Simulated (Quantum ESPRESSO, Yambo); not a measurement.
# Quasiparticle gap of SrTiO3 (Tausonite) in Yambo, part 3 of 3

Wanted: ground state, empty states, screening and self-energy for SrTiO3 (Tausonite).

Quantum ESPRESSO 7.5 and Yambo 5.3.0; PBE and many-body steps on it, plane waves. Known limits of the many-body steps: not at the basis limit; no spin-orbit coupling; coarse k mesh.

So far. Step 3 (Bands along the symmetry lines): The gap is 1.908 eV, as in the run before at this level. Step 4 (Empty states on the mesh, 4×4×4 mesh, 67 bands): On this mesh the gap is 1.908 eV.

## Step 6: Screening and self-energy, 4×4×4 mesh, 67 bands, screening to 95.2 eV

Now the one-shot GW correction: screening in the RPA, then the self-energy of the levels asked for.

This step: G0W0 on PBE, plane waves, norm-conserving pseudopotentials.

gw1.in

```
HF_and_locXC
gw0
dyson
ppa
em1d
rim_cut
RandQpts= 1000000
RandGvec= 1 RL
EXXRLvcs= 76 Ry
VXCRLvcs= 304 Ry
Chimod= "HARTREE"
% BndsRnXp
 1 | 67 |
%
NGsBlkXp= 7 Ry
% LongDrXp
 1 | 1 | 1 |
%
% GbndRnge
 1 | 67 |
%
DysSolver= "n"
ExtendOut
PPAPntXp= 27.21138 eV
% QPkrange
 10 | 10 | 19 | 22 |
 1 | 1 | 19 | 22 |
%
```

Started as:

```console
$ OMP_NUM_THREADS=1 mpirun -n 8 yambo -F gw1.in -J gw1 -C gw1 > gw1.log
```

Output:

```text
 Yambo, version 5.3.0

 [02] CORE Variables Setup
 =========================

  [... cell, symmetries and grids as in the set-up ...]

  [02.05] Energies & Occupations
  ==============================

  [X] === General ===
  [X] Electronic Temperature                        :  0.000000  0.000000 [eV K]
  [X] Bosonic    Temperature                        :  0.000000  0.000000 [eV K]
  [X] Finite Temperature mode                       : no
  [X] El. density                                   :  0.67159E+24 [cm-3]
  [X] Fermi Level                                   :  10.04689 [eV]

  [X] === Gaps and Widths ===
  [X] Conduction Band Min                           :  1.907630 [eV]
  [X] Valence Band Max                              :  0.000000 [eV]
  [X] Filled Bands                                  :  20
  [X] Empty Bands                                   :   21   67
  [X] Direct Gap                                    :  2.262761 [eV]
  [X] Direct Gap localized at k                     :  1
  [X] Indirect Gap                                  :  1.907630 [eV]
  [X] Indirect Gap between kpts                     :  10   1
  [X] Last valence band width                       :  0.731990 [eV]
  [X] 1st conduction band width                     :  2.609046 [eV]

 [03] Transferred momenta grid and indexing
 ==========================================

 IBZ Q-points                                      :  10
 BZ  Q-points                                      :   64

 K/Q-points units:
 rlu = crystal or reduced units; cc = cartesian coordinates; iku = interal k-units

 Q [ 1]         [rlu]:  0.000000  0.000000  0.000000
 Q [ 2]         [rlu]:  0.000000  0.000000  0.250000
 Q [ 3]         [rlu]:  0.000000  0.000000 -0.500000
 Q [ 4]         [rlu]:  0.000000  0.250000  0.250000
 Q [ 5]         [rlu]:  0.000000  0.250000 -0.500000
 Q [ 6]         [rlu]:  0.000000 -0.500000 -0.500000
 Q [ 7]         [rlu]:  0.250000  0.250000  0.250000
 Q [ 8]         [rlu]:  0.250000  0.250000 -0.500000
 Q [ 9]         [rlu]:  0.250000 -0.500000 -0.500000
 Q [10]         [rlu]: -0.500000 -0.500000 -0.500000

 [04] Coloumb potential Random Integration (RIM)
 ===============================================

  [04.01] RIM initialization
  ==========================

  * Diagonal components only detected *

  8 x (sBL volume)        :  0.077143 [a.u.]
  sBZ random points       :  1000000
  Points outside the sBZ  :   7992674
  RL volume               :  0.617144 [a.u.]
  Integrated volume       :  0.617710 [a.u.]

  [04.02] RIM integrals
  =====================

  Gamma point sphere radius             :  0.077218 [a.u.]
  Points outside the sphere             :   799758
  [Int_sBZ(q=0) 1/q^2]*(Vol_sBZ)^(-1/3) =:  7.677921
                                 should be <:  7.795600

  Summary of Coulomb integrals for non-metallic bands |Q|[au] RIM/Bare

  Q [1] 0.100000E-4 0.984904 * Q [2] 0.212848 1.050352
  Q [4] 0.301012 1.048056 * Q [7] 0.368663 1.034451
  Q [3] 0.425695 1.019613 * Q [5] 0.475942 1.017752
  Q [8] 0.521368 1.015471 * Q [6] 0.602024 1.012155
  Q [9] 0.638543 1.010963 * Q [10] 0.737326 1.008585

 [05] Dipoles
 ============

  [05.01] Setup: observables and procedures
  =========================================

  [WARNING] [x,Vnl] slows the Dipoles computation. To neglect it rename the ns.kb_pp file

 [06] Dynamic Dielectric Matrix (PPA)
 ====================================

 [SLK-Inversion]  Pools        :  2
 [SLK-Inversion]  BLACS grid   :  2  2

 [WR./gw1//ndb.pp]---------------------------------------------------------------
  Brillouin Zone Q/K grids (IBZ/BZ)                :   10   64   10   64
  RL vectors                                       :   5743 [WF]
  Coulomb cutoff potential                         : none
  Electronic Temperature                           :  0.000000 [K]
  Bosonic    Temperature                           :  0.000000 [K]
  PPA    diel. fun.  energies                      : Perdew, Burke & Ernzerhof(X)+Perdew, Burke & Ernzerhof(C)
  wavefunctions                                    : Perdew, Burke & Ernzerhof(X)+Perdew, Burke & Ernzerhof(C)
  Global Gauge                                     : length
  X matrix size                                    :  147
  X band range                                     :    1   67
  X e/h energy range                               : -1.000000 -1.000000 [eV]
  X Time ordering                                  : R
  X Hxc Kernel                                     : HARTREE
  X Drude frequency                                :  0.000000  0.000000
  X poles                                          :  100.0000 [o/o]
  RL vectors in the sum                            :   5743
  [r,Vnl] included                                 : yes
  Field direction                                  :  0.577350E-5  0.577350E-5  0.577350E-5
  BZ energy Double Grid                            : no
  BZ energy DbGd points                            : 0
  BZ Q point size factor                           : -1.000000
  X Optical Averaged directions                    : none

 [07] Local Exchange-Correlation + Non-Local Fock
 ================================================

 [VXC] Plane waves :   36041
 [EXS] Plane waves :   4553

 QP @ state[ 1 ] K range:  1  1
 QP @ state[ 1 ] b range:  19  22
 QP @ state[ 2 ] K range:  10  10
 QP @ state[ 2 ] b range:  19  22

 [xc] Functional : Perdew, Burke & Ernzerhof(X)+Perdew, Burke & Ernzerhof(C)
 [xc] LIBXC used to calculate xc functional
  PP Number of Atomic Species                      :  3
  NLCC RL compoments                               :   36041
  PP Number of Atomic Species                      :  3
  NLCC RL compoments                               :   36041

 [xc] E_xc :  -22.32464 [Ha]
      E_xc :  -44.64928 [Ry]

  Local XC kind (lXC) : Perdew, Burke & Ernzerhof(X)+Perdew, Burke & Ernzerhof(C)
  Non-Local XC kind (nlXC) : Hartree-Fock

  Corrections @ K [1] :  [eV]
 <19|nlXC|19> = -25.25797 -0.99092E-17 <19|lXC|19> = -20.54186 -0.15931E-15
 <20|nlXC|20> = -25.25793  0.82945E-17 <20|lXC|20> = -20.54186  0.47204E-16
 <21|nlXC|21> = -11.48496  0.34186E-17 <21|lXC|21> = -18.88300  0.18882E-15
 <22|nlXC|22> = -11.48494  0.22548E-17 <22|lXC|22> = -18.88300  0.000000

  Corrections @ K [10] :  [eV]
 <19|nlXC|19> = -25.09240  0.76099E-17 <19|lXC|19> = -20.19482  0.56645E-15
 <20|nlXC|20> = -25.09238 -0.28316E-17 <20|lXC|20> = -20.19481  0.000000
 <21|nlXC|21> = -12.96588 -0.12317E-17 <21|lXC|21> = -21.98333 -0.47204E-16
 <22|nlXC|22> = -12.96588  0.19558E-17 <22|lXC|22> = -21.98331 -0.18882E-15

  [07.01] Hartree-Fock occupations report
  =======================================

  [Hartree-Fock] === General ===
  [Hartree-Fock] Electronic Temperature             :  0.000000  0.000000 [eV K]
  [Hartree-Fock] Bosonic    Temperature             :  0.000000  0.000000 [eV K]
  [Hartree-Fock] Finite Temperature mode            : no
  [Hartree-Fock] El. density                        :  0.67159E+24 [cm-3]
  [Hartree-Fock] Fermi Level                        :  10.04689 [eV]

  [Hartree-Fock] === Gaps and Widths ===
  [Hartree-Fock] Conduction Band Min                :  1.988996 [eV]
  [Hartree-Fock] Valence Band Max                   : -0.043408 [eV]
  [Hartree-Fock] Filled Bands                       :  20
  [Hartree-Fock] Empty Bands                        :   21   67
  [Hartree-Fock] Direct Gap                         :  2.584134 [eV]
  [Hartree-Fock] Direct Gap localized at k          :  2
  [Hartree-Fock] Indirect Gap                       :  2.032404 [eV]
  [Hartree-Fock] Indirect Gap between kpts          :   9   2
  [Hartree-Fock] Last valence band width            :  5.027791 [eV]
  [Hartree-Fock] 1st conduction band width          :  11.54514 [eV]

 [08] Dyson equation: Newton solver
 ==================================

  [08.01] G0W0 (W PPA)
  ====================

  [  GW  ] Bands range     :    1   67
  [GW/PPA] G damping       :  0.100000 [eV]

  QP @ state[ 1 ] K range:  1  1
  QP @ state[ 1 ] b range:  19  22
  QP @ state[ 2 ] K range:  10  10
  QP @ state[ 2 ] b range:  19  22

   Sc/G bands                                       :    1   67
   Sc/G damping                                     :  0.100000 ev
   Sc bands terminator                              : no
   Sx RL components                                 :   4553

   QP @ state[ 1 ] K range                          :  1  1
   QP @ state[ 1 ] b range                          :  19  22
   QP @ state[ 2 ] K range                          :  10  10
   QP @ state[ 2 ] b range                          :  19  22
   GF energies kind                                 : Perdew, Burke & Ernzerhof(X)+Perdew, Burke & Ernzerhof(C)
   GF WF`s kind                                     : Perdew, Burke & Ernzerhof(X)+Perdew, Burke & Ernzerhof(C)
   Xs energies kind                                 : Perdew, Burke & Ernzerhof(X)+Perdew, Burke & Ernzerhof(C)
   Xs WF`s kind                                     : Perdew, Burke & Ernzerhof(X)+Perdew, Burke & Ernzerhof(C)

 [11] Game Over & Game summary
```

The job ended after 36 s (8 MPI ranks of Arm Neoverse V1, shared host; peak memory 3.4 GiB).

This step gave:

| Property | Result |
| --- | --- |
| G0W0 gap on the points computed | 3.537 eV |
| starting gap on the mesh | 1.908 eV |
| k of the valence top | -0.5, -0.5, -0.5 |
| k of the conduction bottom | 0, 0, 0 |
| least direct G0W0 gap on the computed points | 3.889 eV |
| Z at the valence top | 0.7675 |
| Z at the conduction bottom | 0.7796 |

The gap on the mesh goes from 1.91 eV to 3.54 eV, a correction of +1.63 eV.

Limits: finite bands, cutoff and mesh; no spin-orbit coupling; coarse k mesh. v1 is the top filled band, c1 the lowest empty one. The levels before and after the correction (eV, zero at the valence-band top of each column):

|  | conduction bottom | valence top |
| --- | --- | --- |
| Kohn-Sham | 1.91 | 0.00 |
| G0W0 | 3.54 | 0.00 |

|  | level | energy (eV) |
| --- | --- | --- |
| Kohn-Sham | Γ v2-v1 | -0.355 |
| Kohn-Sham | Γ c1-c2 | 1.908 |
| Kohn-Sham | (-0.5 -0.5 -0.5) v2-v1 | 0.000 |
| Kohn-Sham | (-0.5 -0.5 -0.5) c1-c2 | 4.517 |
| G0W0 | Γ v2-v1 | -0.352 |
| G0W0 | Γ c1-c2 | 3.537 |
| G0W0 | (-0.5 -0.5 -0.5) v2-v1 | 0.000 |
| G0W0 | (-0.5 -0.5 -0.5) c1-c2 | 6.449 |

## Step 7: Where the time went

Times are wall times on the hardware named with each run, good to a factor of about two.

| step | time | share | memory (GiB) |
| --- | --- | --- | --- |
| ground state | 12 s | 18 % | 0.57 |
| bands along the symmetry lines | 6.8 s | 11 % | 0.53 |
| empty states on the mesh | 6.1 s | 10 % | 0.48 |
| conversion and set-up | 3.4 s | 5 % | 0.25 |
| screening and self-energy | 36 s | 56 % | 3.4 |

## Step 8: Outcome

| Item | Value |
| --- | --- |
| PBE gap | 1.91 eV, indirect |
| G0W0 gap on the mesh | 3.54 eV |
| GW settings | 4×4×4 mesh, 67 bands, screening to 95.2 eV, Godby-Needs plasmon pole |
| known limits | not at the basis limit; no spin-orbit coupling; coarse k mesh |

G0W0 moves the gap on the mesh from 1.91 eV to 3.54 eV (+1.63 eV), with Z of 0.77 and 0.78 at the edges. Only 2 of the mesh's irreducible points were corrected, so a valley elsewhere could overtake. The dearest step here is «screening and self-energy». Against experiment, by G0W0@PBE: the direct gap of 3.89 eV lies +0.12 eV from the measured 3.77 eV (direct, 300 K, 2013). An exciton line or allowed optical edge lies below the quasiparticle gap by the binding energy; a forbidden edge can push the onset above it. The calculation has static nuclei and no excitons; a measured gap holds zero-point and thermal motion, which mostly lowers it. Bands and cutoff are finite, so the gap is not at the basis limit. The miss can reach some tenths of an eV and take either sign; the mesh is an error of its own. In the G0W0 run levels were corrected at 2 k points alone, so a gap called «on the mesh» is the least over those, and an edge elsewhere would be missed. The 4×4×4 mesh is coarse for this cell, which bears on the long-range parts of exchange and screening. This is the ideal cubic cell; many perovskites, halides above all, are cubic only on average, and local tilts or off-centring can widen the gap. The many-body steps are scalar-relativistic: spin-orbit coupling is not in them.

[Paths, hosts, dates, memory and timing lines, banners, echoed tables and standing remarks are left out of the program output.]

[Logs are printed without paths, hosts, clocks, repeated set-up lines and the standing remarks that a program may print on its own settings, such as how far it seeks lower states.]

[Runs of the session that timed out or met a known fault of the program may be left out.]

[Hosts, paths, dates, database ids (printed as entryN), source tags and the programs' standing remarks are cut or masked in the printed files.]
